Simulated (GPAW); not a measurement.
# Near-edge structure at the Zn K edge of zinc-blende (ZnS)₁₋ₓ(ZnSe)ₓ at x = 0.125, part 3 of 3

What does the Zn K edge look like in zinc-blende (ZnS)₁₋ₓ(ZnSe)ₓ at x = 0.125?

GPAW 26.7.0; X-ray absorption from dipole matrix elements to empty bands, plane-wave PAW LDA.

So far. Step 5 (Spectrum with XCH, Zn atom 1): Main maxima below 27 eV (height): 5.0 eV (2.02), 8.8 eV (1.02) and 12.6 eV (1.07). A K edge sees empty p states on the absorber. Step 5 (Spectrum with XCH, Zn atom 1): The total-energy difference is 9673.35 eV. One term is added: -30.82 eV, since the hole is spin-paired here and a spin-polarised one costs that much less in the free atom (computed apart). The photon energy is then 9642.53 eV. The tabulated edge of the element is 9659 eV.

**7. Spectrum with XCH, S atom 2**

The holes are 7.7 Å apart. The excited electron is kept in the cell, where it fills the lowest empty states and screens the hole. After the field has converged, empty bands are computed with the density fixed and the dipole matrix elements are summed.

The absorber has 2 Zn at 2.34 Å and 2 Zn at 2.35 Å (tetrahedral).

Contents of xas.py:

```python
import numpy as np
from ase import Atoms
from ase.parallel import parprint, paropen
from gpaw import GPAW, PW, FermiDirac, Mixer, MixerDif, setup_paths
from gpaw.test import gen
setup_paths.insert(0, '.')
gen('S', name='fch1s', xcname='LDA', corehole=(1, 0, 1), write_xml=True)
from gpaw.mpi import world
world.barrier()

atoms = Atoms('ZnSZnSeZnSZnSZnSZnSZnSZnS',
    cell=[[0, 5.44225, 5.44225],
     [5.44225, 0, 5.44225],
     [5.44225, 5.44225, 0]],
    scaled_positions=[[0.9959049, 0.9971529, 0.0112939],
     [0.1245392, 0.1263144, 0.1254345],
     [0.9959357, 0.9974088, 0.4974004],
     [0.1245525, 0.1252894, 0.6257395],
     [0.0003578, 0.5011945, 0.000185],
     [0.1262277, 0.6253973, 0.1248772],
     [0.9969982, 0.510602, 0.4966379],
     [0.125397, 0.6253881, 0.625351],
     [0.4992055, 0.0010266, 0.000046],
     [0.6242175, 0.1257905, 0.1252542],
     [0.5097789, 0.9952284, 0.4971014],
     [0.6240527, 0.125051, 0.6252898],
     [0.5014255, 0.5007913, 0.0008794],
     [0.6257177, 0.626279, 0.125077],
     [0.5002394, 0.4997261, 0.499489],
     [0.6251169, 0.6236972, 0.6258297]],
    pbc=True)
atoms.calc = calc = GPAW(legacy_gpaw=True, mode=PW(400, force_complex_dtype=True), xc='LDA', setups={1: 'fch1s'},
    kpts={'size': (3, 3, 3), 'gamma': True}, occupations=FermiDirac(0.04),
    charge=-1, mixer=Mixer(0.1, 5, 50), maxiter=150,
    convergence={'density': 0.0001, 'eigenstates': 1e-6}, txt='scf.txt')
energy = atoms.get_potential_energy() + calc.get_reference_energy()
ef = calc.get_fermi_level()
out = dict(energy=energy, fermi=ef, forces=atoms.get_forces().tolist())
parprint(f'all-electron energy {energy:.4f} eV, Fermi level {ef:.4f} eV')
ev = np.array([[calc.get_eigenvalues(k, s) for k in range(len(calc.get_ibz_k_points()))] for s in range(calc.get_number_of_spins())])
out['homo'], out['lumo'], out['counts'] = ev[ev < ef].max(), ev[ev > ef].min(), sorted(set((ev < ef).sum((0, 2)).tolist()))
out['filled'] = (ev[:, 0] < ef).sum(1).tolist()

from ase.units import Ha
from gpaw.xas import dipole_matrix_elements
nb = int(calc.get_number_of_electrons() / 2) + 165
top, nb = nb, nb + 8 + nb // 12
nscf = calc.fixed_density(kpts={'size': (4, 4, 4), 'gamma': True}, nbands=nb,
    convergence={'bands': top, 'eigenstates': 5e-3}, maxiter=60, txt='nscf.txt')
cell = atoms.cell.array
ops = [cell.T @ U.T @ np.linalg.inv(cell.T) for U in nscf.wfs.kd.symmetry.op_scc]
filled = [72]  # bands filled in the ground state, by spin
E = np.arange(-6, 30, 0.1)
fwhm = np.interp(E, [4, 25], [0.9, 3.5])
Y, X, zero, highest = 0, 0, 1e9, 1e9
for spin in range(nscf.get_number_of_spins()):
    wfs = nscf.wfs
    mine = wfs.bd.get_slice()  # this rank's bands
    A = dipole_matrix_elements(wfs.setups[1])
    eps = np.zeros((wfs.kd.nibzkpts, nb))
    d = np.zeros((3, A.shape[1], wfs.kd.nibzkpts, nb), complex)
    for kpt in wfs.kpt_u:
        if kpt.s == spin and 1 in kpt.P_ani:
            eps[kpt.k, mine] = kpt.eps_n * Ha
            d[:, :, kpt.k, mine] = (kpt.weight * wfs.nspins / 2) ** 0.5 * np.inner(A, kpt.P_ani[1])
    world.sum(eps)
    world.sum(d)
    T = np.einsum('amkn,bmkn->abkn', d, d.conj()).real
    T = sum(np.einsum('ai,ijkn,bj->abkn', R, T, R) for R in ops) / len(ops)
    empty = np.ones_like(eps, bool) & (np.arange(nb) >= filled[spin])
    zero, highest = min(zero, eps[empty].min()), min(highest, eps[:, top - 1].min())
    lines = [(eps, T, empty)] if spin == 0 else lines + [(eps, T, empty)]
for eps, T, empty in lines:
    f = np.einsum('aakn->akn', T).reshape(3, -1)
    x = eps.ravel() - zero
    w = np.interp(x, E, fwhm) / 2.35482
    g = np.exp(-0.5 * ((E[:, None] - x) / w) ** 2) / (w * (2 * np.pi) ** 0.5)
    Y = Y + (f * empty.ravel()) @ g.T
    X = X + (f * ~empty.ravel()) @ g.T
out.update(E=E.round(2).tolist(), xas=Y.tolist(), xes=X.tolist(), zero=zero, valid=highest - zero, nk=len(eps), nb=nb)
for i in range(0, len(E), 10):
    parprint(f'{E[i]:7.2f}', *(f'{v:10.3e}' for v in Y[:, i]))
import json
with paropen('out.json', 'w') as f:
    json.dump(out, f)
```

Run with:

```bash
$ OMP_NUM_THREADS=1 mpirun -n 4 gpaw python xas.py
```

Numbers of over 12 decimals in the logs are rounded to 6 here.

Log:

```text
Input parameters:
  charge: -1
  convergence: {density: 0.0001,
                eigenstates: 1e-06}
  kpts: {gamma: True,
         size: (3, 3, 3)}
  maxiter: 150
  mixer: {backend: pulay,
          beta: 0.1,
          method: separate,
          nmaxold: 5,
          weight: 50}
  mode: {ecut: 400.0,
         force_complex_dtype: True,
         name: pw}
  occupations: {fixmagmom: False,
[...]
*p    :     0.277888
*d    :     0.000000
--------------------------------

Diagonalizing with gridspacing h=0.050

state   all-electron     PAW
-------------------------------
3s:      -1.141348    -1.142157
3p:      -0.722112    -0.722797
*d:                   -0.153507
*f:                   -0.016109
-------------------------------
all-electron energy -529682.0713 eV, Fermi level 6.3393 eV
[...]
28.00  3.081e-06  3.081e-06  3.141e-06
  29.00  2.822e-06  2.822e-06  2.897e-06
[key lines of the parts left out:]
Converged after 14 iterations.
Dipole moment: (-25.259897, -25.161348, -22.966866) |e|*Ang
Free energy:    -74.635773
Fermi level: 6.33929
```

The job ended after 6.6 min (4 MPI ranks of Arm Neoverse V1, shared host; peak memory 0.74 GiB; 26 min of CPU time).

The S K spectrum, S atom 2, excited-electron core hole (neutral cell) (energy from the bottom of the conduction band, which holds the excited electron; intensity scaled to a mean of 1 over the first 20 eV):

| E (eV) | isotropic | ε ∥ x | ε ∥ z |
| --- | --- | --- | --- |
| -2.0 | 0.00 | 0.00 | 0.00 |
| -1.5 | 0.00 | 0.00 | 0.00 |
| -1.0 | 0.00 | 0.00 | 0.00 |
| -0.5 | 0.00 | 0.00 | 0.00 |
| 0.0 | 0.01 | 0.01 | 0.01 |
| 0.5 | 0.10 | 0.10 | 0.11 |
| 1.0 | 0.35 | 0.35 | 0.37 |
| 1.5 | 0.89 | 0.87 | 0.94 |
| 2.0 | 1.51 | 1.46 | 1.59 |
| 2.5 | 1.86 | 1.82 | 1.94 |
| 3.0 | 1.88 | 1.85 | 1.95 |
| 3.5 | 1.54 | 1.51 | 1.61 |
| 4.0 | 1.80 | 1.78 | 1.85 |
| 4.5 | 1.46 | 1.44 | 1.48 |
| 5.0 | 1.09 | 1.08 | 1.09 |
| 5.5 | 1.34 | 1.32 | 1.37 |
| 6.0 | 1.65 | 1.61 | 1.73 |
| 6.5 | 1.72 | 1.74 | 1.69 |
| 7.0 | 1.47 | 1.53 | 1.35 |
| 7.5 | 1.14 | 1.17 | 1.10 |
| 8.0 | 0.97 | 0.97 | 0.97 |
| 8.5 | 0.95 | 0.96 | 0.92 |
| 9.0 | 0.94 | 0.95 | 0.90 |
| 9.5 | 0.80 | 0.81 | 0.77 |
| 10.0 | 0.60 | 0.61 | 0.58 |
| 10.5 | 0.47 | 0.48 | 0.46 |
| 11.0 | 0.46 | 0.46 | 0.46 |
| 11.5 | 0.52 | 0.52 | 0.53 |
| 12.0 | 0.62 | 0.61 | 0.64 |
| 12.5 | 0.73 | 0.72 | 0.76 |
| 13.0 | 0.86 | 0.84 | 0.90 |
| 13.5 | 0.99 | 0.96 | 1.04 |
| 14.0 | 1.08 | 1.05 | 1.13 |
| 14.5 | 1.11 | 1.09 | 1.16 |
| 15.0 | 1.11 | 1.10 | 1.14 |
| 15.5 | 1.08 | 1.07 | 1.10 |
| 16.0 | 1.02 | 1.01 | 1.04 |
| 16.5 | 0.95 | 0.95 | 0.97 |
| 17.0 | 0.88 | 0.87 | 0.89 |
| 17.5 | 0.81 | 0.80 | 0.81 |
| 18.0 | 0.75 | 0.75 | 0.74 |
| 18.5 | 0.70 | 0.71 | 0.68 |
| 19.0 | 0.67 | 0.69 | 0.63 |
| 19.5 | 0.66 | 0.68 | 0.61 |
| 20.0 | 0.66 | 0.68 | 0.61 |
| 20.5 | 0.67 | 0.70 | 0.62 |
| 21.0 | 0.70 | 0.72 | 0.66 |
| 21.5 | 0.72 | 0.74 | 0.69 |
| 22.0 | 0.74 | 0.75 | 0.72 |
| 22.5 | 0.75 | 0.75 | 0.73 |
| 23.0 | 0.74 | 0.75 | 0.73 |
| 23.5 | 0.74 | 0.74 | 0.73 |
| 24.0 | 0.74 | 0.74 | 0.73 |
| 24.5 | 0.75 | 0.76 | 0.75 |
| 25.0 | 0.79 | 0.79 | 0.79 |
| 25.5 | 0.86 | 0.86 | 0.85 |
| 26.0 | 0.94 | 0.94 | 0.94 |
| 26.5 | 1.03 | 1.02 | 1.03 |
| 27.0 | 1.10 | 1.10 | 1.11 |
| 27.5 | 1.14 | 1.14 | 1.16 |

Main maxima below 24 eV (height): 2.8 eV (1.93), 4.1 eV (1.81), 6.4 eV (1.74) and 14.7 eV (1.12). 

The total-energy difference is 2475.21 eV. One term is added: -16.82 eV, since the hole is spin-paired here and a spin-polarised one costs that much less in the free atom (computed apart). The photon energy is then 2458.39 eV. The functional leaves an error in such absolute values: in the free atom LDA prices this hole 9.1 eV below PBE (computed apart), and PBE is itself good to a few eV.

**8. Summary of results**

```
absorber and edge                               : Zn K, atom 1 of the ground-state input (counted from 1)
surroundings                                    : 3 S at 2.34 Å and 1 Se at 2.42 Å (distorted tetrahedral)
highest intensity below 24 eV                   : 5.0 eV above the zero, height 2.02
photon energy of the zero, with the added terms : 9642.5 eV (raw 9673.4 eV; LDA puts this hole about 19 eV below PBE, itself good to a few eV)
```

What this shows: The Zn K edge of atom 1, with 3 S at 2.34 Å and 1 Se at 2.42 Å (distorted tetrahedral), has its highest intensity of the first 24 eV at 5.0 eV above the zero, near 9648 eV in photon energy (LDA puts this hole about 19 eV below PBE, itself good to a few eV), 2.0 times the mean level of the first 20 eV (Gaussian full width 1.67 eV up to 4 eV, rising linearly to 3.5 eV at 25 eV). The script folds with a Gaussian, whereas the core hole's own line is a Lorentzian, so the onset is too steep and the first peak too high.

[Banner, clock and machine lines of the logs are left out without a mark of their own.]

[Logs are printed without paths, hosts, clocks, repeated set-up lines and the standing remarks that a program may print on its own settings, such as how far it seeks lower states.]

[Hosts, paths, dates, database ids (printed as entryN), source tags and the programs' standing remarks are cut or masked in the printed files.]

[Lists of maxima count a maximum above −3 eV only where it reaches 4 % of the highest in the window and stands out from its surroundings by 2 % of it (1.5 % where it reaches 55 %); shoulders and weaker maxima are passed over, and of the rest the first, up to two pre-edge ones and the few strongest are named.]
